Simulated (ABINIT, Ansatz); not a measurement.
# Lattice dynamics of Zr (Zirconium) in two programs, part 2 of 4

Aim: the phonon dispersion of Zr (Zirconium), checked by a second program.

ABINIT 10.8.3; DFT PBEsol, scalar-relativistic, plane waves, PseudoDojo norm-conserving pseudopotentials.

So far. Step 3 (Relaxation): The volume changes by -3.3 % in this run and stands -3.3 % from the first cell. Step 4 (Self-consistent run for the response): The cell stands at -0.47 GPa: the relaxation ran with a smoothed and higher cutoff, and the difference is a stress of the finite basis. The relaxed cell has a = 3.185, c = 5.122 Å (conventional setting).

## (5) Linear response at Γ

At q = 0 one unit cell holds all displacements. The response is solved for single atoms along the cell's directions, and symmetry skips those that follow from others. The crystal is treated as a metal, which screens a static field, so no field response is asked.

File dfpt_gamma.abi:

```

# common to the responses
getwfk_filepath "gso_WFK"
kptopt 2
nqpt 1
qpt 0.0 0.0 0.0
asr 0
chneut 0

# displacements
rfphon 1
rfatpol 1 2
rfdir 1 1 1
tolvrs 1.0d-10
prtwf 0
prtpot 1

# basis, mesh and filling
ecut 29.0
ngkpt 12 12 6
nshiftk 1
shiftk 0.0 0.0 0.0
istwfk *1
occopt 7
tsmear 0.01
nband 19
nstep 100
diemac 1000000.0
prtebands 0
prtgsr 0

# cell and atoms
acell 6.019252254 6.019252254 9.679831407
rprim 
    1.0 0.0 0.0
    -0.5 0.8660254038 0.0
    0.0 0.0 1.0
ntypat 1
znucl 40
natom 2
typat 1 1
xred 
    1/3 2/3 0.25
    2/3 1/3 0.75
pp_dirpath "./pseudo"
pseudos "Zr.upf"
```

Launch:

```
OMP_NUM_THREADS=1 mpirun -n 16 abinit dfpt_gamma.abi > dfpt_gamma.log
```

Numbers of over 12 decimals in the logs are rounded to 6 here.

dfpt_gamma.abo, the main output file:

```text
[banners, grids, parts of the stress and lines that vanish by symmetry left out]
- input  file    -> dfpt_gamma.abi
- output file    -> dfpt_gamma.abo
- root for input  files -> dfpt_gammai
- root for output files -> dfpt_gammao

 Symmetries : space group P6_3/m m c (#194); Bravais hP (primitive hexag.)
================================================================================
 Values of the parameters that define the memory need of the present run (RF).
     intxc =       0      iscf =       7    lmnmax =       6     lnmax =       6
     mgfft =      48  mpssoang =       3    mqgrid =    3001     natom =       2
  nloc_mem =       1    nspden =       1   nspinor =       1    nsppol =       1
      nsym =      24    n1xccc =    2501    ntypat =       1    occopt =       7
   xclevel =       2
-    mband =          19        mffmem =           1         mkmem =          28
-   mkqmem =          28        mk1mem =          28           mpw =        2297
      nfft =       43200          nkpt =         436
- my_mband =          19
================================================================================
================================================================================

--------------------------------------------------------------------------------
------------- Echo of variables that govern the present computation ------------
--------------------------------------------------------------------------------
-
- outvars: echo of selected default values
-   iomode0 =  0 , fftalg0 =312 , wfoptalg0 =  0
-
- outvars: echo of global parameters not present in the input file
-  max_nthreads =    1
-
 -outvars: echo values of preprocessed input variables
 [... echo left out ...]
================================================================================

 chkinp: Checking input parameters for consistency.

[...]
== DATASET  1 ==================================================================
-   mpi_nproc: 16, omp_nthreads: 1 (-1 if OMP is not activated)

--- !DatasetInfo
iteration_state: {dtset: 1, }
dimensions: {natom: 2, nkpt: 436, mband: 19, nsppol: 1, nspinor: 1, nspden: 1, mpw: 2297, }
cutoff_energies: {ecut:  29.0, pawecutdg:  -1.0, }
electrons: {nelect:   2.40000000E+01, charge:   0.00000000E+00, occopt:   7.00000000E+00, tsmear:   1.00000000E-02, }
meta: {optdriver: 1, rfphon: 1, }
...

 mkfilename: getwfk from: gso_WFK

 Real(R)+Recip(G) space primitive vectors, cartesian coordinates (Bohr,Bohr^-1):
 R(1)=  6.0192523  0.0000000  0.0000000  G(1)=  0.1661336  0.0959173  0.0000000
 R(2)= -3.0096261  5.2128254  0.0000000  G(2)=  0.0000000  0.1918345  0.0000000
 R(3)=  0.0000000  0.0000000  9.6798314  G(3)=  0.0000000  0.0000000  0.1033076
 Unit cell volume ucvol=  3.0372708E+02 bohr^3
 Angles (23,13,12)=  9.00000000E+01  9.00000000E+01  1.20000000E+02 degrees
 setup1 : take into account q-point for computing boxcut.

 getcut: wavevector=  0.0000  0.0000  0.0000  ngfft=  30  30  48
         ecut(hartree)=     29.000   => boxcut(ratio)=   2.04555

--- Pseudopotential description ------------------------------------------------
- pspini: atom type   1  psp file is ./pseudo/Zr.upf

   9.06600273E+02                                ecore*ucvol(ha*bohr**3)
--------------------------------------------------------------------------------

 ==>  initialize data related to q vector <==

 The list of irreducible perturbations for this q vector is:
    1)    idir= 1    ipert=   1
    2)    idir= 3    ipert=   1

[...]
The perturbation idir=   2  ipert=   1 is
 symmetric of a previously calculated perturbation.
 So, its SCF calculation is not needed.

 The perturbation idir=   1  ipert=   2 is
 symmetric of a previously calculated perturbation.
 So, its SCF calculation is not needed.

 The perturbation idir=   2  ipert=   2 is
 symmetric of a previously calculated perturbation.
 So, its SCF calculation is not needed.

 The perturbation idir=   3  ipert=   2 is
 symmetric of a previously calculated perturbation.
 So, its SCF calculation is not needed.

--------------------------------------------------------------------------------
 Perturbation wavevector (in red.coord.)   0.000000  0.000000  0.000000
 Perturbation : displacement of atom   1   along direction   1
 Found     2 symmetries that leave the perturbation invariant.

[...]
dfpt_looppert : total number of electrons, from k and k+q
  fully or partially occupied states are    2.400000E+01 and    2.400000E+01.
 Initialisation of the first-order wave-functions :
  ireadwf=   0

--- !BeginCycle
iteration_state: {dtset: 1, }
solver: {iscf: 7, nstep: 100, nline: 4, wfoptalg: 0, }
tolerances: {tolvrs: 1.00E-10, }
...

     iter   2DEtotal(Ha)        deltaE(Ha) residm    vres2
-ETOT  1  0.703042     -1.477E+03 3.889E+00 1.126E+02
 ETOT  2  0.238210     -4.648E-01 3.379E-01 3.496E+00
 ETOT  3  0.234896     -3.314E-03 5.556E-02 2.987E-01
 ETOT  4  0.234726     -1.700E-04 1.143E-01 3.508E-02
 ETOT  5  0.234737      1.118E-05 3.174E-02 9.040E-02
[...]
At SCF step   10       vres2   =  2.63E-12 < tolvrs=  1.00E-10 =>converged.
[...]
Mean square residual over all n,k,spin=   31.897E-06; max=  75.809E-03

 Thirteen components of 2nd-order total energy (hartree) are
 1,2,3: 0th-order hamiltonian combined with 1st-order wavefunctions
     kin0=   1.10901483E+03 eigvalue=   1.10321095E+02  local=  -8.75647346E+02
 4,5,6: 1st-order hamiltonian combined with 1st and 0th-order wfs
 loc psp =  -1.48066070E+03  Hartree=   3.65186664E+02     xc=  -9.60370113E+01
 note that "loc psp" includes a xc core correction that could be resolved
 7,8,9: eventually, occupation + non-local contributions
    edocc=   1.72320431E+02     enl0=   6.92634996E+02   enl1=  -1.47492661E+03
 1-9 gives the relaxation energy (to be shifted if some occ is /=2.0)
   erelax=  -1.47779366E+03
 10,11,12 Non-relaxation  contributions : frozen-wavefunctions and Ewald
 fr.local=   7.42049266E+02 fr.nonlo=   7.36871123E+02  Ewald=   1.05913351E+01
 13,14 Frozen wf xc core corrections (1) and (2)
 frxc 1  =  -1.26120971E+02  frxc 2 =   1.14637619E+02
 Resulting in :
 2DEtotal=    0.2347152240E+00 Ha. Also 2DEtotal=    0.638692661824E+01 eV
    (2DErelax=   -1.4777936560E+03 Ha. 2DEnonrelax=    1.4780283713E+03 Ha)
    (  non-var. 2DEtotal :    2.3471478713E-01 Ha)

[...]
Perturbation wavevector (in red.coord.)   0.000000  0.000000  0.000000
 Perturbation : displacement of atom   1   along direction   3
 Found     6 symmetries that leave the perturbation invariant.

--------------------------------------------------------------------------------

--------------------------------------------------------------------------------

 dfpt_looppert : total number of electrons, from k and k+q
  fully or partially occupied states are    2.400000E+01 and    2.400000E+01.
 Initialisation of the first-order wave-functions :
  ireadwf=   0

--- !BeginCycle
iteration_state: {dtset: 1, }
solver: {iscf: 7, nstep: 100, nline: 4, wfoptalg: 0, }
tolerances: {tolvrs: 1.00E-10, }
...

     iter   2DEtotal(Ha)        deltaE(Ha) residm    vres2
-ETOT  1   18.178430933832     -4.257E+03 9.592E+00 6.293E+04
[...]
ETOT 10   4.257990     -8.913E-11 8.303E-01 1.132E-10
 ETOT 11   4.257990      2.165E-10 2.609E-01 2.164E-12

 At SCF step   11       vres2   =  2.16E-12 < tolvrs=  1.00E-10 =>converged.
[...]
Mean square residual over all n,k,spin=   17.727E-05; max=  26.093E-02

 Thirteen components of 2nd-order total energy (hartree) are
 1,2,3: 0th-order hamiltonian combined with 1st-order wavefunctions
     kin0=   2.94001364E+03 eigvalue=   2.82269147E+02  local=  -2.30803733E+03
 4,5,6: 1st-order hamiltonian combined with 1st and 0th-order wfs
 loc psp =  -4.76930422E+03  Hartree=   1.40050533E+03     xc=  -2.56942457E+02
 note that "loc psp" includes a xc core correction that could be resolved
 7,8,9: eventually, occupation + non-local contributions
    edocc=   4.26081941E+02     enl0=   1.78654404E+03   enl1=  -3.77156441E+03
 1-9 gives the relaxation energy (to be shifted if some occ is /=2.0)
   erelax=  -4.27043432E+03
 10,11,12 Non-relaxation  contributions : frozen-wavefunctions and Ewald
 fr.local=   1.91494245E+03 fr.nonlo=   1.88516844E+03  Ewald=   5.03463312E+02
 13,14 Frozen wf xc core corrections (1) and (2)
 frxc 1  =  -3.26418405E+02  frxc 2 =   2.97536513E+02
 Resulting in :
 2DEtotal=    0.4257990429E+01 Ha. Also 2DEtotal=    0.115865822186E+03 eV
    (2DErelax=   -4.2704343167E+03 Ha. 2DEnonrelax=    4.2746923072E+03 Ha)
    (  non-var. 2DEtotal :    4.2579905972E+00 Ha)

[...]
---- first-order wavefunction calculations are completed ----

 ==> Compute Derivative Database <==

 [... matrices left out ...]
  Phonon wavevector (reduced coordinates) :  0.00000  0.00000  0.00000
 Phonon energies in Hartree :
  -1.777841E-05  3.565590E-05  3.565590E-05  2.768844E-04  2.768844E-04
   7.395039E-04
 Phonon frequencies in cm-1    :
- -3.901911E+00  7.825566E+00  7.825566E+00  6.076909E+01  6.076909E+01
-  1.623024E+02

== END DATASET(S) ==============================================================
================================================================================

 -outvars: echo values of variables after computation
            acell      6.0192522540E+00  6.0192522540E+00  9.6798314070E+00 Bohr
           etotal      4.2579904287E+00
            fcart      0.0000000000E+00  0.0000000000E+00  0.0000000000E+00
           strten      0.0000000000E+00  0.0000000000E+00  0.0000000000E+00
================================================================================
```

Elapsed: 32 s, on 16 MPI ranks of Arm Neoverse V2, shared host; 8.6 min of CPU time.

Numbers from this step:

| Property | Result |
| --- | --- |
| largest acoustic frequency at the zone centre before the sum rule | 7.83 cm⁻¹ |
| highest optical zone-centre mode (no LO-TO term) | 162.3 cm⁻¹ |
| lowest optical zone-centre mode | 60.77 cm⁻¹ |

The acoustic modes at Γ come out as far as 7.8 cm⁻¹ from zero, where they should vanish, a small numerical error.

## (6) Phonons on a q mesh

Linear response treats each wavevector of the 3×3×2 mesh in the unit cell; the first-order potentials are kept for the electron-phonon matrix elements.

File dfpt_q.abi:

```
ndtset 5

# wavevectors
qpt1 0.3333333333 0.0 0.0
qpt2 0.3333333333 0.3333333333 0.0
qpt3 0.0 0.0 0.5
qpt4 0.3333333333 0.0 0.5
qpt5 0.3333333333 0.3333333333 0.5

# displacements
getwfk_filepath "gso_WFK"
getwfq_filepath "gso_WFK"
kptopt 3
nqpt 1
rfphon 1
rfatpol 1 2
rfdir 1 1 1
tolvrs 1.0d-10
prtwf 0
prtpot 1

# basis, mesh and filling
ecut 29.0
ngkpt 12 12 6
nshiftk 1
shiftk 0.0 0.0 0.0
istwfk *1
occopt 7
tsmear 0.01
nband 19
nstep 100
diemac 1000000.0
prtebands 0
prtgsr 0

# cell and atoms
acell 6.019252254 6.019252254 9.679831407
rprim 
    1.0 0.0 0.0
    -0.5 0.8660254038 0.0
    0.0 0.0 1.0
ntypat 1
znucl 40
natom 2
typat 1 1
xred 
    1/3 2/3 0.25
    2/3 1/3 0.75
pp_dirpath "./pseudo"
pseudos "Zr.upf"
```

Launch:

```
OMP_NUM_THREADS=1 mpirun -n 16 abinit dfpt_q.abi > dfpt_q.log
```

dfpt_q.abo, the main output file:

```text
[banners, grids, parts of the stress and lines that vanish by symmetry left out]
- input  file    -> dfpt_q.abi
- output file    -> dfpt_q.abo
- root for input  files -> dfpt_qi
[...]
DATASET    1 : space group P6_3/m m c (#194); Bravais hP (primitive hexag.)
[...]
nfft =       43200          nkpt =         864
[...]
DATASET    2 : space group P6_3/m m c (#194); Bravais hP (primitive hexag.)
[...]
nfft =       43200          nkpt =         864
[...]
DATASET    3 : space group P6_3/m m c (#194); Bravais hP (primitive hexag.)
[...]
nfft =       43200          nkpt =         864
[...]
DATASET    4 : space group P6_3/m m c (#194); Bravais hP (primitive hexag.)
[...]
nfft =       43200          nkpt =         864
[...]
DATASET    5 : space group P6_3/m m c (#194); Bravais hP (primitive hexag.)
[...]
nfft =       43200          nkpt =         864
[...]
== DATASET  1 ==================================================================
[...]
cutoff_energies: {ecut:  29.0, pawecutdg:  -1.0, }
[...]
Perturbation : displacement of atom   1   along direction   1
[...]
-ETOT  1   25.489578872690     -1.660E+03 4.386E+00 2.397E+05
 ETOT  2   81.027880684124      5.554E+01 1.163E+01 8.136E+05
 ETOT  3   3.201370     -7.783E+01 2.261E+00 5.595E+03
 ETOT  4   2.690303     -5.111E-01 2.602E+01 3.433E+02
 ETOT  5   2.583110     -1.072E-01 1.486E+00 9.411E+00
[...]
At SCF step   14       vres2   =  1.03E-12 < tolvrs=  1.00E-10 =>converged.
[...]
Perturbation : displacement of atom   1   along direction   2
[...]
-ETOT  1   1.864793     -1.502E+03 4.002E+00 8.519E+01
[...]
At SCF step   13       vres2   =  1.33E-11 < tolvrs=  1.00E-10 =>converged.
[...]
Perturbation : displacement of atom   1   along direction   3
[...]
-ETOT  1   11.391266818315     -4.064E+03 1.069E+01 1.838E+04
[...]
At SCF step   14       vres2   =  1.77E-12 < tolvrs=  1.00E-10 =>converged.
[...]
Phonon wavevector (reduced coordinates) :  0.33333  0.00000  0.00000
 Phonon energies in Hartree :
[...]
Phonon frequencies in cm-1    :
-  5.711040E+01  6.641774E+01  1.389876E+02  1.448003E+02  1.629035E+02
-  1.637667E+02
[...]
== DATASET  2 ==================================================================
[...]
cutoff_energies: {ecut:  29.0, pawecutdg:  -1.0, }
[...]
Perturbation : displacement of atom   1   along direction   1
[...]
-ETOT  1   10.883822812748     -1.630E+03 4.100E+00 2.813E+04
[...]
At SCF step   13       vres2   =  2.86E-12 < tolvrs=  1.00E-10 =>converged.
[...]
Perturbation : displacement of atom   1   along direction   3
[...]
-ETOT  1   7.364352     -3.986E+03 9.082E+00 3.077E+03
[...]
Phonon wavevector (reduced coordinates) :  0.33333  0.33333  0.00000
 Phonon energies in Hartree :
[...]
Phonon frequencies in cm-1    :
-  1.219507E+02  1.219507E+02  1.390338E+02  1.390338E+02  1.451926E+02
-  2.022497E+02
[...]
== DATASET  3 ==================================================================
[...]
cutoff_energies: {ecut:  29.0, pawecutdg:  -1.0, }
[...]
Perturbation : displacement of atom   1   along direction   1
[...]
-ETOT  1  0.710562     -1.477E+03 3.919E+00 1.004E+02
[...]
Perturbation : displacement of atom   1   along direction   3
[...]
-ETOT  1   232.18838726614     -4.601E+03 1.015E+01 3.824E+06
[...]
Phonon wavevector (reduced coordinates) :  0.00000  0.00000  0.50000
 Phonon energies in Hartree :
[...]
Phonon frequencies in cm-1    :
-  4.510341E+01  4.510341E+01  4.510341E+01  4.510341E+01  1.356355E+02
-  1.356355E+02
[...]
== DATASET  4 ==================================================================
[...]
cutoff_energies: {ecut:  29.0, pawecutdg:  -1.0, }
[...]
Perturbation : displacement of atom   1   along direction   1
[...]
-ETOT  1   16.776849854062     -1.641E+03 4.022E+00 9.754E+04
[...]
Perturbation : displacement of atom   1   along direction   2
[...]
-ETOT  1   1.783955     -1.501E+03 3.921E+00 7.958E+01
[...]
Perturbation : displacement of atom   1   along direction   3
[...]
-ETOT  1   39.913362694838     -4.129E+03 9.375E+00 2.135E+05
[...]
Phonon wavevector (reduced coordinates) :  0.33333  0.00000  0.50000
 Phonon energies in Hartree :
[...]
Phonon frequencies in cm-1    :
-  1.029062E+02  1.029062E+02  1.113082E+02  1.113084E+02  1.696265E+02
-  1.696266E+02
[...]
== DATASET  5 ==================================================================
[...]
cutoff_energies: {ecut:  29.0, pawecutdg:  -1.0, }
[...]
Perturbation : displacement of atom   1   along direction   1
[...]
-ETOT  1   6.128753     -1.629E+03 4.021E+00 1.085E+04
[...]
At SCF step   11       vres2   =  6.39E-11 < tolvrs=  1.00E-10 =>converged.
[...]
Perturbation : displacement of atom   1   along direction   3
[...]
-ETOT  1   11.315734413537     -4.008E+03 8.748E+00 1.080E+04
[...]
ETOT 10   7.108725     -5.675E-10 5.379E+00 2.258E-08
 ETOT 11   7.108725      3.274E-11 1.042E+01 7.192E-11
 At SCF step   11       vres2   =  7.19E-11 < tolvrs=  1.00E-10 =>converged.
[...]
Phonon wavevector (reduced coordinates) :  0.33333  0.33333  0.50000
 Phonon energies in Hartree :
[...]
Phonon frequencies in cm-1    :
-  6.858866E+01  6.858866E+01  1.708906E+02  1.708906E+02  1.767567E+02
-  1.767567E+02
[...]
strten3     0.0000000000E+00  0.0000000000E+00  0.0000000000E+00
           
================================================================================
```

The job ended after 12 min (16 MPI ranks).

Numbers from this step:

- lowest mode on the q mesh (acoustic ones at the zone centre apart): 45.1 cm⁻¹

Frequencies (cm⁻¹) before the sum rule at the irreducible wavevectors but Γ, which is solved apart; negative means imaginary. Frequencies by wavevector:

```csv
q (fractions),star,mode 1,mode 2,mode 3,mode 4,mode 5,mode 6
0.3333 0 0,6,57.11,66.42,139,144.8,162.9,163.8
0.3333 0.3333 0,2,122,122,139,139,145.2,202.2
0 0 0.5,1,45.1,45.1,45.1,45.1,135.6,135.6
0.3333 0 0.5,6,102.9,102.9,111.3,111.3,169.6,169.6
0.3333 0.3333 0.5,2,68.59,68.59,170.9,170.9,176.8,176.8
```

[end of part 2 of 4]

[Host names and launcher messages were left out of these logs when they were recorded.]

[Logs are printed without paths, hosts, clocks, repeated set-up lines and the standing remarks that a program may print on its own settings, such as how far it seeks lower states.]

[Hosts, paths, dates, database ids (printed as entryN), source tags and the programs' standing remarks are cut or masked in the printed files.]
